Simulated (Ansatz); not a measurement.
# Phonons of InRh (Pm-3m) against volume, part 2 of 2

Wanted: mode Grüneisen parameters of InRh (Pm-3m).

Ansatz 0.2.0; DFT PBEsol, scalar-relativistic, plane waves, PAW; PAW set soft_1.

So far, highest frequency on path, mesh or solved points (cm⁻¹): step 2 (response at finite wavevector) 210.

### Step 4. Phonons at the other volume, volume ratio 0.97

The phonons are repeated at this volume on the same meshes, so that differences come from the volume alone.

input.yaml

```yaml
crystal:
  lattice:
    - [3.1567549035, 0.0, 0.0]
    - [0.0, 3.1567549035, 0.0]
    - [0.0, 0.0, 3.1567549035]
  atoms:
    - { symbol: In, position: [0.5, 0.5, 0.5] }
    - { symbol: Rh, position: [0.0, 0.0, 0.0] }
kpoints:
  mp_grid: { grid: [16, 16, 16] }
hamiltonian:
  xc: pbesol
  pseudopotentials: { kind: paw, azcp: { folder: soft_1 }, xc_functional: pbe }
scf:
  occupations: { method: methfessel_paxton, width: 0.2 }
output:
  eigenvalues: true
phonons:
  method: dfpt
  qmesh: [4, 4, 4]
  temperatures: { t_max: 1000, t_step: 50 }
  qpath:
    path:
      - [[0.0, 0.0, 0.0], [0.0, 0.5, 0.0], [0.5, 0.5, 0.0], [0.0, 0.0, 0.0], [0.5, 0.5, 0.5], [0.0, 0.5, 0.0]]
      - [[0.5, 0.5, 0.5], [0.5, 0.5, 0.0]]
    npoints: 10
```

Launch:

```bash
$ ansatz run input.yaml --threads 4 --pin off --max-ram 10240MiB --backend cpu --events-out ev --progress --plain --runs-dir out
```

The program printed:

```text
[...]
Crystal: 2 atoms, lattice volume = 31.457 Å³
Basis set: ecut = 420 eV, 619 PW (Γ), exchange–correlation on 48×48×48 points (8 copies of the dense FFT grid, shifted against one another)
Bands: 19, of which v1, the nominal top of the filled ones, is band 15 counted from 1 (14 counted from 0)
Symmetry: 48 space group operations
k-points: 165 of 4096
[...]
SCF iter   1: F=—  HF=-11866.030240 eV  |F-HF|=—  |Δ(HF+E_count)|=         —  Δρ=1.12e-1  dr2=4.62e0  ethr=3.10e-3  ⟨swp⟩=4.9  Hψ=12787  notcnv=0
[...]
SCF iter   9: F=-11865.108608 eV  HF=-11865.108608 eV  |F-HF|=3.64e-12  |Δ(HF+E_count)|=  9.09e-12  S|Δr|=    0.00e0  Δρ=3.96e-8  dr2=3.13e-13  ethr=1.00e-12  ⟨swp⟩=5.1  Hψ=12788  notcnv=0
SCF 1 converged in 9 iterations: F = -11865.108608 eV  dr2 = 3.13e-13
[...]
SCF iter   4: F=-11865.108608 eV  HF=-11865.108608 eV  |F-HF|=0.00e0  |Δ(HF+E_count)|=  7.28e-12  S|Δr|=    0.00e0  Δρ=1.08e-7  dr2=2.36e-12  ethr=1.00e-12  ⟨swp⟩=2.6  Hψ=6886  notcnv=0
SCF 2 converged in 4 iterations: F = -11865.108608 eV  dr2 = 2.36e-12
[...]
NSCF: frozen V_eff on 165 k-points
[...]
SCF converged after 9 iterations
[...]
Free energy (F): -11865.108608 eV
[...]
Internal energy: -11865.105863 eV  (E = F + TS)
E sigma→0 (E₀):  -11865.107922 eV
Entropy (-TS):   -0.002746 eV (-1.373 meV/atom)
Fermi energy:    19.009206 eV
[...]
--- Band table (eV; the first three rows and the last of 165) ---
  k-point 0: bands = [... 11 lower, 15.4090, 17.7070, 17.7070, 17.7070, 23.6267, 23.6267, 23.6267, 30.4974]
  k-point 1: bands = [... 11 lower, 15.4204, 17.6265, 17.6265, 17.7017, 23.2148, 23.7919, 23.7919, 30.6574]
  k-point 2: bands = [... 11 lower, 15.4392, 17.4138, 17.4138, 17.6868, 22.2545, 24.2586, 24.2586, 30.6760]
  k-point 164: bands = [... 11 lower, 13.9368, 18.5066, 18.5066, 19.4128, 23.3528, 23.3528, 23.3528, 24.8708]
[...]
ASR residual: 8.978e-5 → 0.000e0 eV/Å²; symmetrization residual: 1.820e-5 eV/Å²
  ASR residual per site (eV/Å²): 1.33e-5 8.98e-5
  Γ frequencies (cm⁻¹): 0.00 0.00 0.00 192.29 192.29 192.29
--- Phonons (arbitrary-q DFPT): 10 irreducible q on the 4×4×4 mesh ---
[...]
interpolated dispersion: 62 rows × 6 modes
[...]
```

Wall time 9.7 min (4 threads of Arm Neoverse V1, shared host); peak memory 3.5 GiB.

This step gave:

```
sum-rule residual before enforcement                    : 8.98e-5 eV/Å²
highest frequency on path, mesh or solved points        : 226.8 cm⁻¹
mean frequency                                          : 147.8 cm⁻¹
Debye temperature (second moment)                       : 287 K
logarithmic mean frequency                              : 140.1 cm⁻¹
highest optical mode at the zone centre (no LO-TO term) : 192.3 cm⁻¹
lowest optical zone-centre mode                         : 192.3 cm⁻¹
lowest mode on the q mesh (acoustic modes at Γ apart)   : 68.15 cm⁻¹
zero-point energy per atom                              : 27.49 meV
heat capacity at 300 K                                  : 23.84 J/(mol atoms K)
vibrational entropy at 300 K                            : 35.43 J/(mol atoms K)
```

Frequencies (cm⁻¹) solved at each irreducible wavevector; negative means imaginary. Frequencies by wavevector, by row:

```tsv
q in reciprocal lattice units	star	mode 1	mode 2	mode 3	mode 4	mode 5	mode 6
0 0 0	1	0	0	0	192.3	192.3	192.3
0 0 0.25	6	74.3	74.3	115.5	175.1	175.1	201.6
0 0 -0.5	3	127.2	127.2	136.5	136.5	180.7	197.9
0 0.25 0.25	12	68.2	95.4	150.2	162.8	171.3	208.4
0 0.25 -0.5	12	101.3	111.9	131	132.6	207.9	209.4
0 -0.5 -0.5	3	89.8	89.8	128.6	136.1	226.8	226.8
0.25 0.25 0.25	8	98.7	98.7	135.2	184.2	191.7	191.7
0.25 0.25 -0.5	12	107.5	108.1	132.1	159	202.9	207.4
0.25 -0.5 -0.5	6	115.8	115.8	131.7	156.7	208.5	208.5
-0.5 -0.5 -0.5	1	141	141	141	179.2	179.2	179.2
```

The highest optical mode at the zone centre (no LO-TO term) is 192.3 cm⁻¹, +14.1 cm⁻¹ against the base run.

### Step 5. Relaxing at another volume, volume ratio 1.03

The volume is scaled by 1.03 and held; symmetry leaves nothing to relax, so this is a single point. The modes can then be followed against volume.

input.yaml, the sections that differ from step 4:

```yaml
crystal:
  lattice:
    - [3.2205449164, 0.0, 0.0]
    - [0.0, 3.2205449164, 0.0]
    - [0.0, 0.0, 3.2205449164]
  atoms:
    - { symbol: In, position: [0.5, 0.5, 0.5] }
    - { symbol: Rh, position: [0.0, 0.0, 0.0] }
output:
  forces: true
  stress: true
  eigenvalues: true
# kpoints, hamiltonian, scf: as in step 4
# phonons: removed
```

The program printed:

```text
[...]
Crystal: 2 atoms, lattice volume = 33.403 Å³
Basis set: ecut = 420 eV, 619 PW (Γ), exchange–correlation on 48×48×48 points (8 copies of the dense FFT grid, shifted against one another)
Bands: 19, of which v1, the nominal top of the filled ones, is band 15 counted from 1 (14 counted from 0)
Symmetry: 48 space group operations
[...]
k-points: 165 of 4096
[...]
--- Band table (eV; the first three rows and the last of 165) ---
  k-point 0: bands = [... 11 lower, 14.3032, 16.4037, 16.4037, 16.4037, 22.1007, 22.1007, 22.1007, 28.2147]
  k-point 1: bands = [... 11 lower, 14.3129, 16.3322, 16.3322, 16.3997, 21.6853, 22.2524, 22.2524, 28.4243]
  k-point 2: bands = [... 11 lower, 14.3271, 16.1425, 16.1425, 16.3883, 20.7312, 22.6830, 22.6830, 28.5609]
  k-point 164: bands = [... 11 lower, 12.9437, 17.1407, 17.1407, 17.7540, 21.8129, 21.8129, 21.8129, 23.1516]
[key lines of the parts left out:]
SCF converged after 7 iterations
Free energy (F): -11865.110545 eV
Fermi energy:    17.602742 eV
P = ⅓ Tr σ = -4.7877 GPa (-47.877 kbar)
```

Run time: 1.7 s. Hardware: 4 threads; peak memory 0.38 GiB.

Read from the output:

| Property | Result |
| --- | --- |
| pressure | -4.788 GPa |
| volume per atom | 16.70 Å³ |

The run ends at a pressure of -4.79 GPa.

### Step 6. Phonons at the other volume, volume ratio 1.03

The phonons are repeated at this volume on the same meshes, so that differences come from the volume alone.

input.yaml: that of step 5 with these lines changed.

```diff
@@ -16,4 +16,11 @@
 output:
-  forces: true
-  stress: true
   eigenvalues: true
+phonons:
+  method: dfpt
+  qmesh: [4, 4, 4]
+  temperatures: { t_max: 1000, t_step: 50 }
+  qpath:
+    path:
+      - [[0.0, 0.0, 0.0], [0.0, 0.5, 0.0], [0.5, 0.5, 0.0], [0.0, 0.0, 0.0], [0.5, 0.5, 0.5], [0.0, 0.5, 0.0]]
+      - [[0.5, 0.5, 0.5], [0.5, 0.5, 0.0]]
+    npoints: 10
```

The program printed:

```text
[...]
Crystal: 2 atoms, lattice volume = 33.403 Å³
Basis set: ecut = 420 eV, 619 PW (Γ), exchange–correlation on 48×48×48 points (8 copies of the dense FFT grid, shifted against one another)
Bands: 19, of which v1, the nominal top of the filled ones, is band 15 counted from 1 (14 counted from 0)
Symmetry: 48 space group operations
k-points: 165 of 4096
[...]
k-point 164: bands = [... 11 lower, 12.9437, 17.1407, 17.1407, 17.7540, 21.8129, 21.8129, 21.8129, 23.1515]
[...]
ASR residual: 8.756e-5 → 0.000e0 eV/Å²; symmetrization residual: 1.595e-5 eV/Å²
  ASR residual per site (eV/Å²): 2.82e-5 8.76e-5
  Γ frequencies (cm⁻¹): 0.00 0.00 0.00 164.65 164.65 164.65
--- Phonons (arbitrary-q DFPT): 10 irreducible q on the 4×4×4 mesh ---
[...]
interpolated dispersion: 62 rows × 6 modes
[...]
[key lines of the parts left out:]
SCF converged after 9 iterations
Free energy (F): -11865.110545 eV
Fermi energy:    17.602694 eV
```

Run time: 10 min. Hardware: 4 threads; peak memory 3.6 GiB; 39 min of CPU time.

This step gave:

```
sum-rule residual before enforcement                    : 8.76e-5 eV/Å²
highest frequency on path, mesh or solved points        : 194.5 cm⁻¹
mean frequency                                          : 127.5 cm⁻¹
Debye temperature (second moment)                       : 247 K
logarithmic mean frequency                              : 121.1 cm⁻¹
highest optical mode at the zone centre (no LO-TO term) : 164.7 cm⁻¹
lowest optical zone-centre mode                         : 164.7 cm⁻¹
lowest mode on the q mesh (acoustic modes at Γ apart)   : 63.15 cm⁻¹
zero-point energy per atom                              : 23.72 meV
heat capacity at 300 K                                  : 24.12 J/(mol atoms K)
vibrational entropy at 300 K                            : 38.91 J/(mol atoms K)
```

Frequencies (cm⁻¹) solved at each irreducible wavevector; negative means imaginary. Frequencies by wavevector, by row:

```tsv
q in reciprocal lattice units	star	mode 1	mode 2	mode 3	mode 4	mode 5	mode 6
0 0 0	1	0	0	0	164.7	164.7	164.7
0 0 0.25	6	63.9	63.9	101.2	149.3	149.3	175.7
0 0 -0.5	3	104.5	104.5	118.7	118.7	157	177.6
0 0.25 0.25	12	63.1	81.5	126.9	138.6	151.9	178.2
0 0.25 -0.5	12	87.6	101.4	109.1	114.7	178.2	181.7
0 -0.5 -0.5	3	83.3	83.3	110.5	114.6	194.5	194.5
0.25 0.25 0.25	8	86.3	86.3	120.4	158.2	163.8	163.8
0.25 0.25 -0.5	12	96.1	96.6	105.5	140.3	172.7	179.3
0.25 -0.5 -0.5	6	101.3	101.3	105.2	137.9	179	179
-0.5 -0.5 -0.5	1	112.1	112.1	112.1	159.4	159.4	159.4
```

The highest optical mode at the zone centre (no LO-TO term) is 164.7 cm⁻¹, -13.5 cm⁻¹ against the base run.

### Step 7. Grüneisen parameters

The Grüneisen parameter of a mode is minus the logarithmic change of its frequency with volume, −d ln ω / d ln V; weighted by heat capacity it gives the expansion.

This step gave:

| Item | Value |
| --- | --- |
| bulk modulus | 175.4 GPa |

The phonon branches at the labelled points (cm⁻¹):

```tsv
point	branch 1	branch 2	branch 3	branch 4	branch 5	branch 6
Γ	0	0	0	178	178	178
halfway	69	69	108	162	162	188
X	116	116	127	127	169	187
halfway	94	106	120	124	193	195
M	87	87	119	125	210	210
halfway	66	88	138	150	161	193
Γ	0	0	0	178	178	178
halfway	92	92	128	171	177	177
R	126	126	126	169	169	169
halfway	102	102	119	149	188	193
X	116	116	127	127	169	187
jump to R	126	126	126	169	169	169
halfway	108	108	118	147	193	193
M	87	87	119	125	210	210
```

The same for volume x 0.97:

```tsv
point	branch 1	branch 2	branch 3	branch 4	branch 5	branch 6
Γ	0	0	0	192	192	192
X	127	127	136	136	181	198
M	90	90	129	136	227	227
Γ	0	0	0	192	192	192
R	141	141	141	179	179	179
X	127	127	136	136	181	198
R	141	141	141	179	179	179
M	90	90	129	136	227	227
```

The same for volume x 1.03:

```tsv
point	branch 1	branch 2	branch 3	branch 4	branch 5	branch 6
Γ	0	0	0	165	165	165
X	104	104	119	119	157	178
M	83	83	110	115	194	194
Γ	0	0	0	165	165	165
R	112	112	112	159	159	159
X	104	104	119	119	157	178
R	112	112	112	159	159	159
M	83	83	110	115	194	194
```

The first set of phonon branches as a text plot (rows in cm⁻¹):

```
    222 |
    213 |              **                                       *
    203 |           *** ***                                   **
    194 |    **   **      ****                     *****     *
    184 | ***  *****          ***        ****     ***** ** **
    175 |***               **   **************  **     ** *
    165 |   *  ***           ***    *        ******      **
    156 |    *                *      ***           *       **
    146 |     *            ***                      **       *
    137 |                 *  *         *              *
    128 |    * ***** ***** ** *         *    ******    ****   ***
    118 |       ***********          **  *****   * ******* ******
    109 |   *  *  **      *              ***      **  **     *
     99 |          ***   * **  *                    **        *
     90 |     *     *****    *          *                      **
     80 |    *           **         *  *
     71 |  **              ** * *
     61 |                    ***     **
     52 |
     43 | **                   **  **
     33 | *                     **
     24 |*                       * *
     14 |*                       *
      5 |                         *
         Γ      X      M          Γ            R        X|R     M
```

Mode Grueneisen parameter -dln(w)/dln(V), modes matched by rank; at Γ the acoustic branches take the value of a neighbouring point of the path. The mode Grüneisen parameters at the labelled points ():

```tsv
point	branch 1	branch 2	branch 3	branch 4	branch 5	branch 6
Γ	2.26	2.26	2.24	2.58	2.58	2.58
halfway	2.51	2.51	2.20	2.66	2.66	2.29
X	3.28	3.28	2.33	2.33	2.34	1.80
halfway	2.42	1.64	3.05	2.42	2.58	2.36
M	1.27	1.27	2.54	2.86	2.56	2.56
halfway	1.30	2.62	2.81	2.68	2.00	2.61
Γ	1.18	2.25	2.50	2.58	2.58	2.58
halfway	2.24	2.24	1.93	2.54	2.62	2.62
R	3.82	3.82	3.82	1.95	1.95	1.95
halfway	1.87	1.87	3.75	2.08	2.69	2.43
X	3.28	3.28	2.33	2.33	2.34	1.80
jump to R	3.82	3.82	3.82	1.95	1.95	1.95
halfway	2.23	2.23	3.73	2.13	2.54	2.54
M	1.27	1.27	2.54	2.86	2.56	2.56
```

The mode Grüneisen parameters as a text plot (rows in , shown from 1.2 to 3.8 only):

```
   3.77 |                                     **   **     *  *
   3.66 |                                    *       **   **
   3.55 |                                       *
   3.44 |
   3.33 |                                   **          *     *
   3.23 |       **                                       *
   3.12 |          *                             *      *  *   *
   3.01 |      *  *                              *     *
   2.90 |           *****                  *               *    *
   2.79 |          *     *   **      **                *
   2.68 |   ***   *      *******    *  *           ***
   2.58 |*** * *   **************************     *   *     *****
   2.47 |  **     * ***   *   * *** *      **     ***  *    *  **
   2.36 |  *    ****       **  *                 *   ** ** *  *
   2.25 |******* * *       **   ***     *   **        ***    *
   2.14 |    **   *           *      ***        *  * *       *
   2.03 |           *        *         *   * *    ***  *  ***
   1.92 |      *          *          ** *     ****   *  * *
   1.82 |       ** *                     **         * *  *
   1.71 |            *              *                         *
   1.60 |                *         *
   1.49 |           * *                                        *
   1.38 |            *  *
   1.27 |             **********                                *
         Γ      X      M          Γ            R        X|R     M
```

(dS/dlnV)/C_V. The thermodynamic Grueneisen parameter by temperature:

```tsv
temperature (K)	thermodynamic Grueneisen parameter
50	2.34
100	2.40
150	2.41
200	2.41
250	2.41
300	2.41
350	2.42
400	2.42
450	2.42
500	2.42
550	2.42
600	2.42
650	2.42
700	2.42
750	2.42
800	2.42
850	2.42
900	2.42
950	2.42
1000	2.42
```

Gamma C_V/(B V) at the static volume. Table of volume expansion by temperature:

```tsv
temperature (K)	volume expansion (1e-6/K)
50	11.9
100	25.2
150	30.1
200	32.2
250	33.2
300	33.8
350	34.2
400	34.4
450	34.6
500	34.7
550	34.8
600	34.9
650	34.9
700	34.9
750	35.0
800	35
850	35.0
900	35.0
950	35.1
1000	35.1
```

### Step 8. Summary of results

```
bulk modulus                               : 175 GPa
thermodynamic Grüneisen parameter at 300 K : 2.414
volume expansion at 300 K, estimated       : 33.8 × 10⁻⁶ K⁻¹
```

By this estimate the volume grows by 33.8 × 10⁻⁶ per kelvin at 300 K. The highest optical mode at Γ goes from 192 to 165 cm⁻¹ as the cell grows, a Grüneisen parameter of 2.59. Mode parameters on the path run from 1.2 to 3.9, with a median of 2.5. Branches are matched by rank, so values near crossings are rough. The expansion is the Grüneisen estimate at the static volume, with the static bulk modulus. With no gap, or one that is small against the smearing, the frequencies hang on the k mesh and the smearing, most of all near Kohn anomalies. The PAW files were made for PBE and serve the other functionals too. A phonon run warned that its eigensolver left some bands unconverged in a pass.

[Long decimals in the printed logs are rounded to 6 places.]

[Logs are printed without paths, hosts, clocks, repeated set-up lines and the standing remarks that a program may print on its own settings, such as how far it seeks lower states.]

[Hosts, paths, dates, database ids (printed as entryN), source tags and the programs' standing remarks are cut or masked in the printed files.]

[Where the starting crystal was built by hand or by swapping elements, it need not be the compound's stable phase.]
